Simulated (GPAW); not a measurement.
# The basis that the transmission of a Mo chain with two C atoms in line needs

How well does a Mo chain with two C atoms in line conduct at low bias, and how far do basis and functional move the answer?

Calculated with GPAW 26.7.0; GPAW LCAO, PAW setups; Landauer transmission from Green's functions with principal layers (ASE), zero bias.

### Step 1. The starting structure

The cell holds 16 atoms: 14 Mo and 2 C. Its edges and angles: a = 9.000 Å, b = 9.000 Å, c = 33.990 Å, α = 90.0°, β = 90.0°, γ = 90.0°. Regions: left lead, 7 atoms (7 Mo); channel, 2 atoms (2 C); right lead, 7 atoms (7 Mo). Vacuum lies along a and b. The structure is stacked along c, and the current runs across the ab planes.

### Step 2. GPAW, dzp

Localised orbitals split the wire into layers that couple to their neighbours alone, which is what the Green's function method needs; double zeta with polarisation is the usual level for numbers.

The input, run.py:

```python
import json
import numpy as np
from ase import Atoms
from ase.transport.calculators import TransportCalculator
from gpaw import GPAW, FermiDirac
from gpaw.lcao.tools import get_lcao_hamiltonian
from scipy.linalg import eigh

# The junction with lead layers at both ends, along the third cell vector
device = Atoms(
    ['Mo', 'Mo', 'Mo', 'Mo', 'Mo', 'Mo', 'Mo', 'C', 'C', 'Mo', 'Mo', 'Mo', 'Mo', 'Mo', 'Mo', 'Mo'],
    positions=[
        [4.50000, 4.50000, 1.12500],
        [4.50000, 4.50000, 3.37500],
        [4.50000, 4.50000, 5.62500],
        [4.50000, 4.50000, 7.87500],
        [4.50000, 4.50000, 10.12500],
        [4.50000, 4.50000, 12.37500],
        [4.50000, 4.50000, 14.62500],
        [4.50000, 4.50000, 16.35490],
        [4.50000, 4.50000, 17.63490],
        [4.50000, 4.50000, 19.36480],
        [4.50000, 4.50000, 21.61480],
        [4.50000, 4.50000, 23.86480],
        [4.50000, 4.50000, 26.11480],
        [4.50000, 4.50000, 28.36480],
        [4.50000, 4.50000, 30.61480],
        [4.50000, 4.50000, 32.86480]],
    cell=[[9.0, 0.0, 0.0], [0.0, 9.0, 0.0], [0.0, 0.0, 33.9898]],
    pbc=True)

# One principal layer of the lead: the first 5 atoms of the device
lead = Atoms(
    ['Mo', 'Mo', 'Mo', 'Mo', 'Mo'],
    positions=[
        [4.50000, 4.50000, 1.12500],
        [4.50000, 4.50000, 3.37500],
        [4.50000, 4.50000, 5.62500],
        [4.50000, 4.50000, 7.87500],
        [4.50000, 4.50000, 10.12500]],
    cell=[[9.0, 0.0, 0.0], [0.0, 9.0, 0.0], [0.0, 0.0, 11.25]],
    pbc=True)

settings = dict(mode='lcao', basis='dzp', xc='PBE', h=0.2,
                occupations=FermiDirac(0.1), maxiter=250,
                mixer=dict(beta=0.1, nmaxold=8, weight=100.0),
                convergence=dict(density=0.0001))
energies = np.arange(-3, 3 + 1e-9, 0.075)
eta = 0.0001
n1, n2 = 1, 1
# k and -k transmit alike, so half of the mesh across the current serves
mesh = [(i, j) for i in range(n1) for j in range(n2) if (i, j) <= (-i % n1, -j % n2)]
weights = np.array([1 if (i, j) == (-i % n1, -j % n2) else 2 for i, j in mesh]) / (n1 * n2)

# [... helper functions left out ...]
fermi_lead = ground_state(lead, (1, 1, 10), 'lead.txt')
fermi_device = ground_state(device, (1, 1, 3), 'device.txt')
# [... loop over the mesh left out, but for ...]
        # Shift the lead onto the potential of the device's first layer
        shift = ((H[:, 0, 0] - H0[:, 0, 0]) / S0[0, 0]).real.mean()
# [...]
kT = 8.617333e-5 * 500
bias = [0.1, 0.2, 0.5, 1.0, 1.5, 2.0]
# [... integrals and printing left out ...]
```

Launch:

```sh
> OMP_NUM_THREADS=1 OPENBLAS_NUM_THREADS=1 python run.py
```

Output:

```text
basis functions: device 432, principal layer 145
Fermi level: lead -2.7421 eV, device -2.8280 eV; lead shifted by -0.0131 eV
largest coupling past the next layer 2.80e-05 eV, largest misfit of the first layer 0.050 eV
  E-E_F (eV)   T (one spin)  [channel counts left out]
    -3.000    1.6989e+00
    -2.925    1.6937e+00
    -2.850    1.7574e+00
    -2.775    1.8099e+00
    -2.700    1.8575e+00
    -2.625    1.9016e+00
    -2.550    1.9418e+00
    -2.475    1.9765e+00
    -2.400    2.0046e+00
    -2.325    2.0260e+00
    -2.250    2.0412e+00
    -2.175    2.0517e+00
    -2.100    2.0586e+00
    -2.025    2.0632e+00
    -1.950    2.0660e+00
    -1.875    2.0678e+00
[...]
2.475    8.8016e-02
     2.550    8.5302e-02
     2.625    8.2426e-02
     2.700    7.9368e-02
     2.775    7.6070e-02
     2.850    7.2362e-02
     2.925    6.7679e-02
     3.000    6.2513e-02
conductance at 500 K: 2.1127 G0 a cell; thermopower 0.1684 uV/K
current from the zero-bias T(E) at 0.1 V: 16.369 uA
current from the zero-bias T(E) at 0.2 V: 32.738 uA
current from the zero-bias T(E) at 0.5 V: 81.837 uA
current from the zero-bias T(E) at 1.0 V: 163.63 uA
current from the zero-bias T(E) at 1.5 V: 245.4 uA
current from the zero-bias T(E) at 2.0 V: 327.01 uA
```

Run time: 3.6 min. Hardware: 1 thread of Arm Neoverse V1, shared host; peak memory 1.4 GiB.

Numbers from this step:

```yaml
conductance: 2.113 G₀
largest_coupling_past_the_next_principal_layer: 2.80e-5 eV
largest_misfit_of_the_first_principal_layer: 0.05021 eV
shift_that_aligns_the_lead: -0.01306 eV
basis_functions_of_the_junction: 432
basis_functions_of_a_principal_layer: 145
transmission_at_the_fermi_level_one_spin: 2.113
```

One spin. Table of transmission, zone mean by energy, zero at the Fermi level:

```
energy (eV)  transmission, zone mean
      -3.00                     1.70
      -2.85                     1.76
      -2.70                     1.86
      -2.55                     1.94
      -2.33                     2.03
      -2.17                     2.05
      -2.02                     2.06
      -1.88                     2.07
      -1.73                     2.07
      -1.57                     2.07
      -1.35                     2.09
      -1.20                     2.10
      -1.05                     2.11
      -0.90                     2.12
      -0.75                     2.12
      -0.60                     2.12
      -0.38                     2.12
      -0.23                     2.12
      -0.07                     2.12
       0.00                     2.11
       0.07                     2.11
       0.23                     2.11
       0.38                     2.10
       0.60                     2.10
       0.75                     2.10
       0.90                     2.10
       1.05                     2.09
       1.20                     2.08
       1.35                     2.05
       1.57                     1.98
       1.73                     1.89
       1.88                     1.66
       2.02                    0.102
       2.17                   0.0977
       2.33                   0.0930
       2.55                   0.0853
       2.70                   0.0794
       2.85                   0.0724
       3.00                   0.0625
```

Not self-consistent under bias; the bias window is split evenly. Current through one cell, from the zero-bias transmission against bias:

```
bias (V)  current through one cell, from the zero-bias transmission (μA)
   0.100                                                            16.4
   0.200                                                            32.7
   0.500                                                            81.8
   1.000                                                             164
   1.500                                                             245
   2.000                                                             327
```

Table of transmission of the three most open eigenchannels by energy, zero at the Fermi level:

```
energy (eV)  channel 1  channel 2  channel 3
      -3.00      0.816      0.816     0.0668
      -2.77      0.870      0.870     0.0693
      -2.55      0.935      0.935     0.0718
      -2.40      0.965      0.965     0.0739
      -2.17      0.987      0.987     0.0785
      -1.95      0.990      0.990     0.0855
      -1.73      0.987      0.987     0.0961
      -1.57      0.984      0.984      0.107
      -1.35      0.982      0.982      0.125
      -1.12      0.986      0.986      0.132
      -0.90      0.991      0.991      0.134
      -0.75      0.993      0.993      0.132
      -0.53      0.994      0.994      0.130
      -0.30      0.993      0.993      0.130
      -0.07      0.991      0.991      0.130
       0.00      0.990      0.990      0.129
       0.07      0.990      0.990      0.128
       0.30      0.989      0.989      0.123
       0.53      0.990      0.990      0.118
       0.75      0.990      0.990      0.116
       0.90      0.989      0.989      0.116
       1.12      0.982      0.982      0.116
       1.35      0.966      0.966      0.114
       1.57      0.934      0.934      0.109
       1.73      0.887      0.887      0.105
       1.95      0.594      0.594     0.0974
       2.17     0.0906    0.00710     1.8e-8
       2.40     0.0840    0.00657     1.7e-8
       2.55     0.0797    0.00560     1.6e-8
       2.77     0.0727    0.00333     1.4e-8
       3.00     0.0625     1.2e-8    2.1e-10
```

Couplings past the next layer reach 2.8e-5 eV, small enough to drop; the matrix elements of the cell's first layer differ from the bulk lead's by up to 0.050 eV. That layer keeps its own values in the calculation, and only beyond it is the lead taken as perfect. The Fermi levels of lead and junction count from different zeros of potential, one for each periodic cell; with both set to zero, the small remaining shift is what aligns them. By hand: G = 2.113 × 77.48 μS = 164 μS, a resistance of 6.11 kΩ; at 0.1 V a linear junction would pass 16.4 μA, and the integral over the bias window gives 16.4 μA.

### Step 3. Single-zeta polarised basis

One radial function a shell plus polarisation makes the matrices smaller; the question is what that costs.

Changes to run.py since step 2:

```diff
@@ -43,3 +43,3 @@
 
-settings = dict(mode='lcao', basis='dzp', xc='PBE', h=0.2,
+settings = dict(mode='lcao', basis='szp(dzp)', xc='PBE', h=0.2,
                 occupations=FermiDirac(0.1), maxiter=250,
```

Output:

```text
basis functions: device 242, principal layer 80
Fermi level: lead -2.9192 eV, device -3.0583 eV; lead shifted by -0.0105 eV
largest coupling past the next layer 2.79e-05 eV, largest misfit of the first layer 0.055 eV
  E-E_F (eV)   T (one spin)  [channel counts left out]
    -3.000    1.5298e+00
    -2.925    1.6483e+00
    -2.850    1.7326e+00
    -2.775    1.7994e+00
    -2.700    1.8562e+00
    -2.625    1.9059e+00
    -2.550    1.9484e+00
    -2.475    1.9830e+00
    -2.400    2.0096e+00
    -2.325    2.0288e+00
    -2.250    2.0421e+00
    -2.175    2.0511e+00
    -2.100    2.0571e+00
    -2.025    2.0611e+00
    -1.950    2.0640e+00
    -1.875    2.0662e+00
[...]
2.475    8.5274e-02
     2.550    8.2575e-02
     2.625    7.9810e-02
     2.700    7.6947e-02
     2.775    7.3896e-02
     2.850    7.0576e-02
     2.925    6.6135e-02
     3.000    5.8715e-02
conductance at 500 K: 2.1139 G0 a cell; thermopower -0.003897 uV/K
current from the zero-bias T(E) at 0.1 V: 16.378 uA
current from the zero-bias T(E) at 0.2 V: 32.757 uA
current from the zero-bias T(E) at 0.5 V: 81.896 uA
current from the zero-bias T(E) at 1.0 V: 163.8 uA
current from the zero-bias T(E) at 1.5 V: 245.66 uA
current from the zero-bias T(E) at 2.0 V: 327.3 uA
```

The job ended after 2.4 min (1 thread; peak memory 1.3 GiB).

This step gave:

| Item | Value |
| --- | --- |
| conductance | 2.114 G₀ |
| largest coupling past the next principal layer | 2.79e-5 eV |
| largest misfit of the first principal layer | 0.05460 eV |
| shift that aligns the lead | -0.01055 eV |
| basis functions of the junction | 242 |
| basis functions of a principal layer | 80 |
| transmission at the Fermi level (one spin) | 2.114 |

One spin. The transmission, zone mean by energy, zero at the Fermi level:

```
energy (eV)  transmission, zone mean
    -3.0000                     1.53
    -2.7750                     1.80
    -2.4750                     1.98
    -2.2500                     2.04
    -2.0250                     2.06
    -1.7250                     2.07
    -1.5000                     2.08
    -1.2750                     2.09
    -0.9750                     2.10
    -0.7500                     2.11
    -0.5250                     2.12
    -0.2250                     2.11
     0.0000                     2.11
     0.2250                     2.11
     0.5250                     2.11
     0.7500                     2.11
     0.9750                     2.10
     1.2750                     2.09
     1.5000                     2.06
     1.7250                     2.01
     2.0250                     1.83
     2.2500                   0.0932
     2.4750                   0.0853
     2.7750                   0.0739
     3.0000                   0.0587
```

Not self-consistent under bias; the bias window is split evenly. The current through one cell, from the zero-bias transmission by bias:

```
bias (V)  current through one cell, from the zero-bias transmission (μA)
   0.100                                                            16.4
   0.200                                                            32.8
   0.500                                                            81.9
   1.000                                                             164
   1.500                                                             246
   2.000                                                             327
```

Table of transmission of the three most open eigenchannels by energy, zero at the Fermi level:

```
energy (eV)  channel 1  channel 2  channel 3
      -3.00      0.737      0.737     0.0554
      -2.77      0.870      0.870     0.0584
      -2.55      0.943      0.943     0.0618
      -2.40      0.973      0.973     0.0645
      -2.17      0.991      0.991     0.0694
      -1.95      0.994      0.994     0.0757
      -1.73      0.993      0.993     0.0836
      -1.57      0.991      0.991     0.0901
      -1.35      0.990      0.990      0.103
      -1.12      0.991      0.991      0.116
      -0.90      0.992      0.992      0.123
      -0.75      0.993      0.993      0.127
      -0.53      0.992      0.992      0.130
      -0.30      0.991      0.991      0.130
      -0.07      0.990      0.990      0.131
       0.00      0.990      0.990      0.132
       0.07      0.990      0.990      0.132
       0.30      0.991      0.991      0.130
       0.53      0.992      0.992      0.126
       0.75      0.992      0.992      0.123
       0.90      0.991      0.991      0.122
       1.12      0.987      0.987      0.122
       1.35      0.978      0.978      0.120
       1.57      0.964      0.964      0.115
       1.73      0.949      0.949      0.110
       1.95      0.901      0.901      0.102
       2.17      0.609      0.609     0.0939
       2.40     0.0864    0.00156     1.4e-8
       2.55     0.0813    0.00130     1.3e-8
       2.77     0.0731     7.5e-4     1.2e-8
       3.00     0.0587     1.2e-8    1.0e-10
```

The conductance equals that of the dzp run to 0.2 %.

### Step 4. GPAW, sz: basis = "sz(dzp)"

The minimal basis is the cheapest rung: no second zeta and no polarisation.

Changes to run.py since step 3:

```diff
@@ -43,3 +43,3 @@
 
-settings = dict(mode='lcao', basis='szp(dzp)', xc='PBE', h=0.2,
+settings = dict(mode='lcao', basis='sz(dzp)', xc='PBE', h=0.2,
                 occupations=FermiDirac(0.1), maxiter=250,
```

Output:

```text
basis functions: device 190, principal layer 65
Fermi level: lead -2.9953 eV, device -3.1322 eV; lead shifted by -0.0099 eV
largest coupling past the next layer 2.78e-05 eV, largest misfit of the first layer 0.040 eV
  E-E_F (eV)   T (one spin)  [channel counts left out]
    -3.000    1.5720e+00
    -2.925    1.6707e+00
    -2.850    1.7422e+00
[...]
2.925    6.9785e-02
     3.000    6.3189e-02
conductance at 500 K: 2.0988 G0 a cell; thermopower -0.0007661 uV/K
current from the zero-bias T(E) at 0.1 V: 16.262 uA
current from the zero-bias T(E) at 0.2 V: 32.524 uA
current from the zero-bias T(E) at 0.5 V: 81.323 uA
current from the zero-bias T(E) at 1.0 V: 162.72 uA
current from the zero-bias T(E) at 1.5 V: 244.14 uA
current from the zero-bias T(E) at 2.0 V: 325.47 uA
```

Wall time 96 s (1 thread); peak memory 1.2 GiB.

Numbers from this step:

```yaml
conductance: 2.099 G₀
largest_coupling_past_the_next_principal_layer: 2.78e-5 eV
largest_misfit_of_the_first_principal_layer: 0.03966 eV
shift_that_aligns_the_lead: -0.009888 eV
basis_functions_of_the_junction: 190
basis_functions_of_a_principal_layer: 65
transmission_at_the_fermi_level_one_spin: 2.099
```

One spin. Table of transmission, zone mean by energy, zero at the Fermi level:

```
energy (eV)  transmission, zone mean
      -3.00                     1.57
      -2.77                     1.80
      -2.55                     1.94
      -2.40                     2.00
      -2.17                     2.04
      -1.95                     2.06
      -1.73                     2.06
      -1.57                     2.06
      -1.35                     2.07
      -1.12                     2.09
      -0.90                     2.10
      -0.75                     2.10
      -0.60                     2.10
      -0.53                     2.10
      -0.30                     2.10
      -0.07                     2.10
       0.00                     2.10
       0.07                     2.10
       0.30                     2.10
       0.53                     2.10
       0.75                     2.10
       0.90                     2.10
       1.12                     2.10
       1.35                     2.09
       1.57                     2.07
       1.73                     2.05
       1.95                     2.01
       2.17                     1.88
       2.40                   0.0921
       2.55                   0.0871
       2.77                   0.0786
       3.00                   0.0632
```

The conductance, 2.10 G₀, lies 0.7 % below that of the dzp run.

### Step 5. RPBE in the dzp basis: xc = "RPBE"

Back in the dzp basis, the functional changes from PBE to RPBE, to set the spread between functionals beside that between bases.

Changes to run.py since step 4:

```diff
@@ -43,3 +43,3 @@
 
-settings = dict(mode='lcao', basis='sz(dzp)', xc='PBE', h=0.2,
+settings = dict(mode='lcao', basis='dzp', xc='RPBE', h=0.2,
                 occupations=FermiDirac(0.1), maxiter=250,
```

Output:

```text
basis functions: device 432, principal layer 145
Fermi level: lead -2.6509 eV, device -2.7339 eV; lead shifted by -0.0164 eV
largest coupling past the next layer 2.83e-05 eV, largest misfit of the first layer 0.049 eV
  E-E_F (eV)   T (one spin)  [channel counts left out]
    -3.000    1.6214e+00
    -2.925    1.7173e+00
    -2.850    1.7784e+00
[...]
2.925    7.3446e-02
     3.000    6.9469e-02
conductance at 500 K: 2.1139 G0 a cell; thermopower 0.1422 uV/K
current from the zero-bias T(E) at 0.1 V: 16.378 uA
current from the zero-bias T(E) at 0.2 V: 32.756 uA
current from the zero-bias T(E) at 0.5 V: 81.886 uA
current from the zero-bias T(E) at 1.0 V: 163.75 uA
current from the zero-bias T(E) at 1.5 V: 245.62 uA
current from the zero-bias T(E) at 2.0 V: 327.36 uA
```

Wall time 4.1 min (1 thread); peak memory 1.4 GiB.

This step gave:

```
conductance                                    : 2.114 G₀
largest coupling past the next principal layer : 2.83e-5 eV
largest misfit of the first principal layer    : 0.04902 eV
shift that aligns the lead                     : -0.01642 eV
basis functions of the junction                : 432
basis functions of a principal layer           : 145
transmission at the Fermi level (one spin)     : 2.114
```

One spin. Transmission, zone mean against energy, zero at the Fermi level:

```
energy (eV)  transmission, zone mean
      -3.00                     1.62
      -2.77                     1.83
      -2.55                     1.96
      -2.40                     2.02
      -2.17                     2.06
      -1.95                     2.07
      -1.73                     2.06
      -1.57                     2.08
      -1.35                     2.10
      -1.12                     2.11
      -0.90                     2.12
      -0.75                     2.12
      -0.68                     2.12
      -0.53                     2.12
      -0.30                     2.12
      -0.07                     2.12
       0.00                     2.11
       0.07                     2.11
       0.30                     2.11
       0.53                     2.10
       0.75                     2.10
       0.90                     2.10
       1.12                     2.09
       1.35                     2.05
       1.57                     1.98
       1.73                     1.87
       1.95                     1.28
       2.17                    0.104
       2.40                   0.0965
       2.55                   0.0911
       2.77                   0.0816
       3.00                   0.0695
```

The conductance equals that of the dzp run to 0.2 %.

### Step 6. The ladder

Times are for 1 thread of Arm Neoverse V1, shared host. Results by setting:

```
no.       run  conductance (G₀)     time  memory (GiB)
  1       dzp             2.113  3.6 min           1.4
  2       szp             2.114  2.4 min           1.3
  3        sz             2.099     96 s           1.2
  4  dzp RPBE             2.114  4.1 min           1.4
```

(Continued in part 2 of 2.)

[Logs are printed without paths, hosts, clocks, repeated set-up lines and the standing remarks that a program may print on its own settings, such as how far it seeks lower states.]

[Hosts, paths, dates, database ids (printed as entryN), source tags and the programs' standing remarks are cut or masked in the printed files.]
